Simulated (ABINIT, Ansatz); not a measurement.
# CsSnH3 (Pm-3m): zone-centre phonons, part 4 of 5

Which modes does CsSnH3 (Pm-3m) have at the zone centre?

ABINIT 10.8.3; DFT LDA, scalar-relativistic, plane waves, PseudoDojo stringent norm-conserving pseudopotentials.

So far, highest optical zone-centre mode (no LO-TO term) (cm⁻¹): step 5 (modes with the sum rule) 627. The relaxed cell has a = 4.348 Å (conventional setting).

The structure was built from a prototype and need not be the compound's stable phase.

## 6. Sum rules set otherwise (asr 0)

Without the rule the raw error of the acoustic modes shows.

Input file anaddb.abi:

```
ddb_filepath "gamma_DDB"
output_file "anaddb.abo"
outdata_prefix "anaddb"
asr 0
chneut 0
enunit 2
eivec 1
nph1l 1
qph1l 0.0 0.0 0.0 1.0
```

Input file mrgddb.in:

```
gamma_DDB
merged
2
dfpt_gammao_DDB
gso_DDB
```

Launch:

```bash
$ mrgddb < mrgddb.in > mrgddb.log
$ OMP_NUM_THREADS=1 anaddb anaddb.abi > anaddb.log
```

anaddb.abo, the main output file:

```text
-outvars_anaddb: echo values of input variables ----------------------

 Miscellaneous information :
      enunit         2
       eivec         1
      chneut         0
 First list of wavevector (reduced coord.) :
       nph1l         1
       qph1l
                     0.00000000E+00  0.00000000E+00  0.00000000E+00    1.000E+00

================================================================================

 read the DDB information and perform some checks

  ==== Info on the Cryst% object ====
 Real(R)+Recip(G) space primitive vectors, cartesian coordinates (Bohr,Bohr^-1):
 R(1)=  8.2161165  0.0000000  0.0000000  G(1)=  0.1217120  0.0000000  0.0000000
 R(2)=  0.0000000  8.2161165  0.0000000  G(2)=  0.0000000  0.1217120  0.0000000
 R(3)=  0.0000000  0.0000000  8.2161165  G(3)=  0.0000000  0.0000000  0.1217120
 Unit cell volume ucvol=  5.5462541E+02 bohr^3
 Angles (23,13,12)=  9.00000000E+01  9.00000000E+01  9.00000000E+01 degrees
 Time-reversal symmetry is present
 Reduced atomic positions [iatom, xred, symbol]:
    1)    0.0000000  0.0000000  0.0000000  Cs
    2)    0.5000000  0.5000000  0.5000000  Sn
    3)    0.5000000  0.5000000  0.0000000   H
    4)    0.5000000  0.0000000  0.5000000   H
    5)    0.0000000  0.5000000  0.5000000   H

 DDB file with 3 blocks has been read.

================================================================================

 Treat the first list of vectors

  Phonon wavevector (reduced coordinates) :  0.00000  0.00000  0.00000
 Phonon energies in Hartree :
  -6.813061E-03 -6.813061E-03 -6.813061E-03  1.156267E-05  1.156267E-05
   1.156267E-05  4.087307E-04  4.087307E-04  4.087307E-04  2.818989E-03
   2.818989E-03  2.818989E-03  2.856399E-03  2.856399E-03  2.856399E-03
 Phonon energies in meV     :
- -1.853928E+02 -1.853928E+02 -1.853928E+02  3.146362E-01  3.146363E-01
-  3.146363E-01  1.112213E+01  1.112213E+01  1.112213E+01  7.670859E+01
-  7.670859E+01  7.670859E+01  7.772659E+01  7.772659E+01  7.772659E+01
 Phonon frequencies in cm-1    :
- -1.495294E+03 -1.495294E+03 -1.495294E+03  2.537712E+00  2.537713E+00
-  2.537713E+00  8.970602E+01  8.970602E+01  8.970602E+01  6.186965E+02
-  6.186965E+02  6.186965E+02  6.269072E+02  6.269072E+02  6.269072E+02
 Phonon frequencies in Thz     :
- -4.482779E+01 -4.482779E+01 -4.482779E+01  7.607871E-02  7.607871E-02
-  7.607871E-02  2.689319E+00  2.689319E+00  2.689319E+00  1.854805E+01
-  1.854805E+01  1.854805E+01  1.879421E+01  1.879421E+01  1.879421E+01
 Phonon energies in Kelvin  :
- -2.151394E+03 -2.151394E+03 -2.151394E+03  3.651202E+00  3.651202E+00
-  3.651202E+00  1.290670E+02  1.290670E+02  1.290670E+02  8.901662E+02
-  8.901662E+02  8.901662E+02  9.019796E+02  9.019796E+02  9.019796E+02

 Eigendisplacements
 (will be given, for each mode : in cartesian coordinates
   for each atom the real part of the displacement vector,
   then the imaginary part of the displacement vector - absolute values smaller than 1.0d-7 are set to zero)
  Mode number    1   Energy   -6.813061E-03
 Attention : low frequency mode.
   (Could be unstable or acoustic mode)
-  1  3.70363541E-05  0.00000000E+00  0.00000000E+00
-     0.00000000E+00  0.00000000E+00  0.00000000E+00
-  2  1.45421753E-04  0.00000000E+00  0.00000000E+00
-     0.00000000E+00  0.00000000E+00  0.00000000E+00
-  3  6.22563597E-04  3.25755350E-07  0.00000000E+00
-     0.00000000E+00  0.00000000E+00  0.00000000E+00
-  4  6.22563597E-04 -1.21683267E-05  0.00000000E+00
-     0.00000000E+00  0.00000000E+00  0.00000000E+00
-  5 -2.32553578E-02  3.25755350E-07  0.00000000E+00
-     0.00000000E+00  0.00000000E+00  0.00000000E+00
  Mode number    2   Energy   -6.813061E-03
 Attention : low frequency mode.
   (Could be unstable or acoustic mode)
-  1  0.00000000E+00 -3.70363541E-05  0.00000000E+00
-     0.00000000E+00  0.00000000E+00  0.00000000E+00
-  2  0.00000000E+00 -1.45421753E-04  0.00000000E+00
-     0.00000000E+00  0.00000000E+00  0.00000000E+00
-  3  3.25755350E-07 -6.22563597E-04  0.00000000E+00
-     0.00000000E+00  0.00000000E+00  0.00000000E+00
-  4  3.25755350E-07  2.32553578E-02  0.00000000E+00
-     0.00000000E+00  0.00000000E+00  0.00000000E+00
-  5 -1.21683267E-05 -6.22563597E-04  0.00000000E+00
-     0.00000000E+00  0.00000000E+00  0.00000000E+00
  Mode number    3   Energy   -6.813061E-03
 Attention : low frequency mode.
   (Could be unstable or acoustic mode)
-  1  0.00000000E+00  0.00000000E+00  3.70363592E-05
-     0.00000000E+00  0.00000000E+00  0.00000000E+00
-  2  0.00000000E+00  0.00000000E+00  1.45421773E-04
-     0.00000000E+00  0.00000000E+00  0.00000000E+00
-  3  0.00000000E+00  0.00000000E+00 -2.32553610E-02
-     0.00000000E+00  0.00000000E+00  0.00000000E+00
-  4  0.00000000E+00  0.00000000E+00  6.22563682E-04
-     0.00000000E+00  0.00000000E+00  0.00000000E+00
-  5  0.00000000E+00  0.00000000E+00  6.22563682E-04
-     0.00000000E+00  0.00000000E+00  0.00000000E+00
  Mode number    4   Energy    1.156267E-05
-  1  0.00000000E+00  0.00000000E+00 -1.46675245E-03
-     0.00000000E+00  0.00000000E+00  0.00000000E+00
-  2  0.00000000E+00  0.00000000E+00 -1.46888732E-03
-     0.00000000E+00  0.00000000E+00  0.00000000E+00
-  3  0.00000000E+00  0.00000000E+00 -1.46843356E-03
-     0.00000000E+00  0.00000000E+00  0.00000000E+00
-  4  0.00000000E+00  0.00000000E+00 -1.46836773E-03
-     0.00000000E+00  0.00000000E+00  0.00000000E+00
-  5  0.00000000E+00  0.00000000E+00 -1.46836773E-03
-     0.00000000E+00  0.00000000E+00  0.00000000E+00
  Mode number    5   Energy    1.156267E-05
-  1  1.82247390E-07 -1.46675244E-03  0.00000000E+00
-     0.00000000E+00  0.00000000E+00  0.00000000E+00
-  2  1.82512652E-07 -1.46888731E-03  0.00000000E+00
-     0.00000000E+00  0.00000000E+00  0.00000000E+00
-  3  1.82448092E-07 -1.46836772E-03  0.00000000E+00
-     0.00000000E+00  0.00000000E+00  0.00000000E+00
-  4  1.82448092E-07 -1.46843355E-03  0.00000000E+00
-     0.00000000E+00  0.00000000E+00  0.00000000E+00
-  5  1.82456271E-07 -1.46836772E-03  0.00000000E+00
-     0.00000000E+00  0.00000000E+00  0.00000000E+00
  Mode number    6   Energy    1.156267E-05
-  1  1.46675244E-03  1.82247458E-07  0.00000000E+00
-     0.00000000E+00  0.00000000E+00  0.00000000E+00
-  2  1.46888731E-03  1.82512721E-07  0.00000000E+00
-     0.00000000E+00  0.00000000E+00  0.00000000E+00
-  3  1.46836772E-03  1.82448161E-07  0.00000000E+00
-     0.00000000E+00  0.00000000E+00  0.00000000E+00
-  4  1.46836772E-03  1.82456340E-07  0.00000000E+00
-     0.00000000E+00  0.00000000E+00  0.00000000E+00
-  5  1.46843355E-03  1.82448161E-07  0.00000000E+00
-     0.00000000E+00  0.00000000E+00  0.00000000E+00
  Mode number    7   Energy    4.087307E-04
-  1  0.00000000E+00  0.00000000E+00  1.40374232E-03
-     0.00000000E+00  0.00000000E+00  0.00000000E+00
-  2  0.00000000E+00  0.00000000E+00 -1.54857186E-03
-     0.00000000E+00  0.00000000E+00  0.00000000E+00
-  3  0.00000000E+00  0.00000000E+00 -8.87384592E-04
-     0.00000000E+00  0.00000000E+00  0.00000000E+00
-  4  0.00000000E+00  0.00000000E+00 -7.78449594E-04
-     0.00000000E+00  0.00000000E+00  0.00000000E+00
-  5  0.00000000E+00  0.00000000E+00 -7.78449594E-04
-     0.00000000E+00  0.00000000E+00  0.00000000E+00
  Mode number    8   Energy    4.087307E-04
-  1  1.92169406E-07  1.40374231E-03  0.00000000E+00
-     0.00000000E+00  0.00000000E+00  0.00000000E+00
-  2 -2.11996268E-07 -1.54857185E-03  0.00000000E+00
-     0.00000000E+00  0.00000000E+00  0.00000000E+00
-  3 -1.06568131E-07 -7.78449586E-04  0.00000000E+00
-     0.00000000E+00  0.00000000E+00  0.00000000E+00
-  4 -1.06568131E-07 -8.87384583E-04  0.00000000E+00
-     0.00000000E+00  0.00000000E+00  0.00000000E+00
-  5 -1.21481106E-07 -7.78449586E-04  0.00000000E+00
-     0.00000000E+00  0.00000000E+00  0.00000000E+00
  Mode number    9   Energy    4.087307E-04
-  1  1.40374231E-03 -1.92169461E-07  0.00000000E+00
-     0.00000000E+00  0.00000000E+00  0.00000000E+00
-  2 -1.54857185E-03  2.11996329E-07  0.00000000E+00
-     0.00000000E+00  0.00000000E+00  0.00000000E+00
-  3 -7.78449586E-04  1.06568162E-07  0.00000000E+00
-     0.00000000E+00  0.00000000E+00  0.00000000E+00
-  4 -7.78449586E-04  1.21481141E-07  0.00000000E+00
-     0.00000000E+00  0.00000000E+00  0.00000000E+00
-  5 -8.87384583E-04  1.06568162E-07  0.00000000E+00
-     0.00000000E+00  0.00000000E+00  0.00000000E+00
  Mode number   10   Energy    2.818989E-03
-  1  0.00000000E+00  0.00000000E+00  0.00000000E+00
-     0.00000000E+00  0.00000000E+00  0.00000000E+00
-  2  0.00000000E+00  0.00000000E+00  0.00000000E+00
-     0.00000000E+00  0.00000000E+00  0.00000000E+00
-  3  0.00000000E+00  0.00000000E+00  0.00000000E+00
-     0.00000000E+00  0.00000000E+00  0.00000000E+00
-  4  0.00000000E+00  0.00000000E+00  1.64963405E-02
-     0.00000000E+00  0.00000000E+00  0.00000000E+00
-  5  0.00000000E+00  0.00000000E+00 -1.64963405E-02
-     0.00000000E+00  0.00000000E+00  0.00000000E+00
  Mode number   11   Energy    2.818989E-03
-  1  0.00000000E+00  0.00000000E+00  0.00000000E+00
-     0.00000000E+00  0.00000000E+00  0.00000000E+00
-  2  0.00000000E+00  0.00000000E+00  0.00000000E+00
-     0.00000000E+00  0.00000000E+00  0.00000000E+00
-  3  7.79305029E-07  1.64963404E-02  0.00000000E+00
-     0.00000000E+00  0.00000000E+00  0.00000000E+00
-  4 -7.79305029E-07  0.00000000E+00  0.00000000E+00
-     0.00000000E+00  0.00000000E+00  0.00000000E+00
-  5  0.00000000E+00 -1.64963404E-02  0.00000000E+00
-     0.00000000E+00  0.00000000E+00  0.00000000E+00
  Mode number   12   Energy    2.818989E-03
-  1  0.00000000E+00  0.00000000E+00  0.00000000E+00
-     0.00000000E+00  0.00000000E+00  0.00000000E+00
-  2  0.00000000E+00  0.00000000E+00  0.00000000E+00
-     0.00000000E+00  0.00000000E+00  0.00000000E+00
-  3  1.64963404E-02 -7.79305019E-07  0.00000000E+00
-     0.00000000E+00  0.00000000E+00  0.00000000E+00
-  4 -1.64963404E-02  0.00000000E+00  0.00000000E+00
-     0.00000000E+00  0.00000000E+00  0.00000000E+00
-  5  0.00000000E+00  7.79305019E-07  0.00000000E+00
-     0.00000000E+00  0.00000000E+00  0.00000000E+00
  Mode number   13   Energy    2.856399E-03
-  1  0.00000000E+00  0.00000000E+00 -6.60980107E-05
-     0.00000000E+00  0.00000000E+00  0.00000000E+00
-  2  0.00000000E+00  0.00000000E+00 -2.10534179E-04
-     0.00000000E+00  0.00000000E+00  0.00000000E+00
-  3  0.00000000E+00  1.51713705E-07  7.09178980E-04
-     0.00000000E+00  0.00000000E+00  0.00000000E+00
-  4  0.00000000E+00  0.00000000E+00  1.64005968E-02
-     0.00000000E+00  0.00000000E+00  0.00000000E+00
-  5  0.00000000E+00  1.51713705E-07  1.64005968E-02
-     0.00000000E+00  0.00000000E+00  0.00000000E+00
  Mode number   14   Energy    2.856399E-03
-  1  0.00000000E+00  6.60980106E-05  0.00000000E+00
-     0.00000000E+00  0.00000000E+00  0.00000000E+00
-  2  0.00000000E+00  2.10534179E-04  0.00000000E+00
-     0.00000000E+00  0.00000000E+00  0.00000000E+00
-  3 -3.60939601E-07 -1.64005968E-02  0.00000000E+00
-     0.00000000E+00  0.00000000E+00  0.00000000E+00
-  4 -3.60939601E-07 -7.09178980E-04  1.51713555E-07
-     0.00000000E+00  0.00000000E+00  0.00000000E+00
-  5  0.00000000E+00 -1.64005968E-02  1.51713555E-07
-     0.00000000E+00  0.00000000E+00  0.00000000E+00
  Mode number   15   Energy    2.856399E-03
-  1  6.60980106E-05  0.00000000E+00  0.00000000E+00
-     0.00000000E+00  0.00000000E+00  0.00000000E+00
-  2  2.10534179E-04  0.00000000E+00  0.00000000E+00
-     0.00000000E+00  0.00000000E+00  0.00000000E+00
-  3 -1.64005968E-02  3.60939538E-07  0.00000000E+00
-     0.00000000E+00  0.00000000E+00  0.00000000E+00
-  4 -1.64005968E-02  0.00000000E+00  0.00000000E+00
-     0.00000000E+00  0.00000000E+00  0.00000000E+00
-  5 -7.09178980E-04  3.60939539E-07  0.00000000E+00
-     0.00000000E+00  0.00000000E+00  0.00000000E+00

 Analysis of degeneracies and characters (maximum tolerance=1.00E-06 a.u.)
 For each vibration mode, or group of modes if degenerate,
 the characters are given for each symmetry operation (see the list in the log file).
 Symmetry characters of vibration mode #   1
       degenerate with vibration modes #   2 to    3
  3.0 -3.0 -1.0  1.0 -1.0  1.0 -1.0  1.0  1.0 -1.0 -1.0  1.0  1.0 -1.0 -1.0  1.0
 -0.0  0.0 -0.0  0.0  0.0 -0.0  0.0 -0.0  1.0 -1.0 -1.0  1.0 -1.0  1.0  1.0 -1.0
 -0.0  0.0  0.0 -0.0  0.0 -0.0 -0.0  0.0  1.0 -1.0  1.0 -1.0 -1.0  1.0 -1.0  1.0
 Symmetry characters of vibration mode #   4
       degenerate with vibration modes #   5 to    6
  3.0 -3.0 -1.0  1.0 -1.0  1.0 -1.0  1.0  1.0 -1.0 -1.0  1.0  1.0 -1.0 -1.0  1.0
 -0.0  0.0 -0.0  0.0  0.0 -0.0  0.0 -0.0  1.0 -1.0 -1.0  1.0 -1.0  1.0  1.0 -1.0
 -0.0  0.0  0.0 -0.0  0.0 -0.0 -0.0  0.0  1.0 -1.0  1.0 -1.0 -1.0  1.0 -1.0  1.0
 Symmetry characters of vibration mode #   7
       degenerate with vibration modes #   8 to    9
  3.0 -3.0 -1.0  1.0 -1.0  1.0 -1.0  1.0  1.0 -1.0 -1.0  1.0  1.0 -1.0 -1.0  1.0
 -0.0  0.0 -0.0  0.0  0.0 -0.0  0.0 -0.0  1.0 -1.0 -1.0  1.0 -1.0  1.0  1.0 -1.0
 -0.0  0.0  0.0 -0.0  0.0 -0.0 -0.0  0.0  1.0 -1.0  1.0 -1.0 -1.0  1.0 -1.0  1.0
 Symmetry characters of vibration mode #  10
       degenerate with vibration modes #  11 to   12
  3.0 -3.0 -1.0  1.0 -1.0  1.0 -1.0  1.0 -1.0  1.0  1.0 -1.0 -1.0  1.0  1.0 -1.0
 -0.0  0.0 -0.0  0.0  0.0 -0.0  0.0 -0.0 -1.0  1.0  1.0 -1.0  1.0 -1.0 -1.0  1.0
 -0.0  0.0  0.0 -0.0  0.0 -0.0 -0.0  0.0 -1.0  1.0 -1.0  1.0  1.0 -1.0  1.0 -1.0
 Symmetry characters of vibration mode #  13
       degenerate with vibration modes #  14 to   15
  3.0 -3.0 -1.0  1.0 -1.0  1.0 -1.0  1.0  1.0 -1.0 -1.0  1.0  1.0 -1.0 -1.0  1.0
 -0.0  0.0 -0.0  0.0  0.0 -0.0  0.0 -0.0  1.0 -1.0 -1.0  1.0 -1.0  1.0  1.0 -1.0
 -0.0  0.0  0.0 -0.0  0.0 -0.0 -0.0  0.0  1.0 -1.0  1.0 -1.0 -1.0  1.0 -1.0  1.0
-
```

Run time: 0.5 s. Hardware: 1 thread of Arm Neoverse V1, shared host.

Zone-centre frequencies as printed; negative means imaginary. Modes:

```csv
mode,frequency (cm⁻¹)
1,-1495
2,-1495
3,-1495
4,2.54
5,2.54
6,2.54
7,89.71
8,89.71
9,89.71
10,618.7
11,618.7
12,618.7
13,626.9
14,626.9
15,626.9
```

(Part 4 of 5 ends here.)

[Host names and launcher messages were left out of these logs when they were recorded.]

[Logs are printed without paths, hosts, clocks, repeated set-up lines and the standing remarks that a program may print on its own settings, such as how far it seeks lower states.]

[Hosts, paths, dates, database ids (printed as entryN), source tags and the programs' standing remarks are cut or masked in the printed files.]
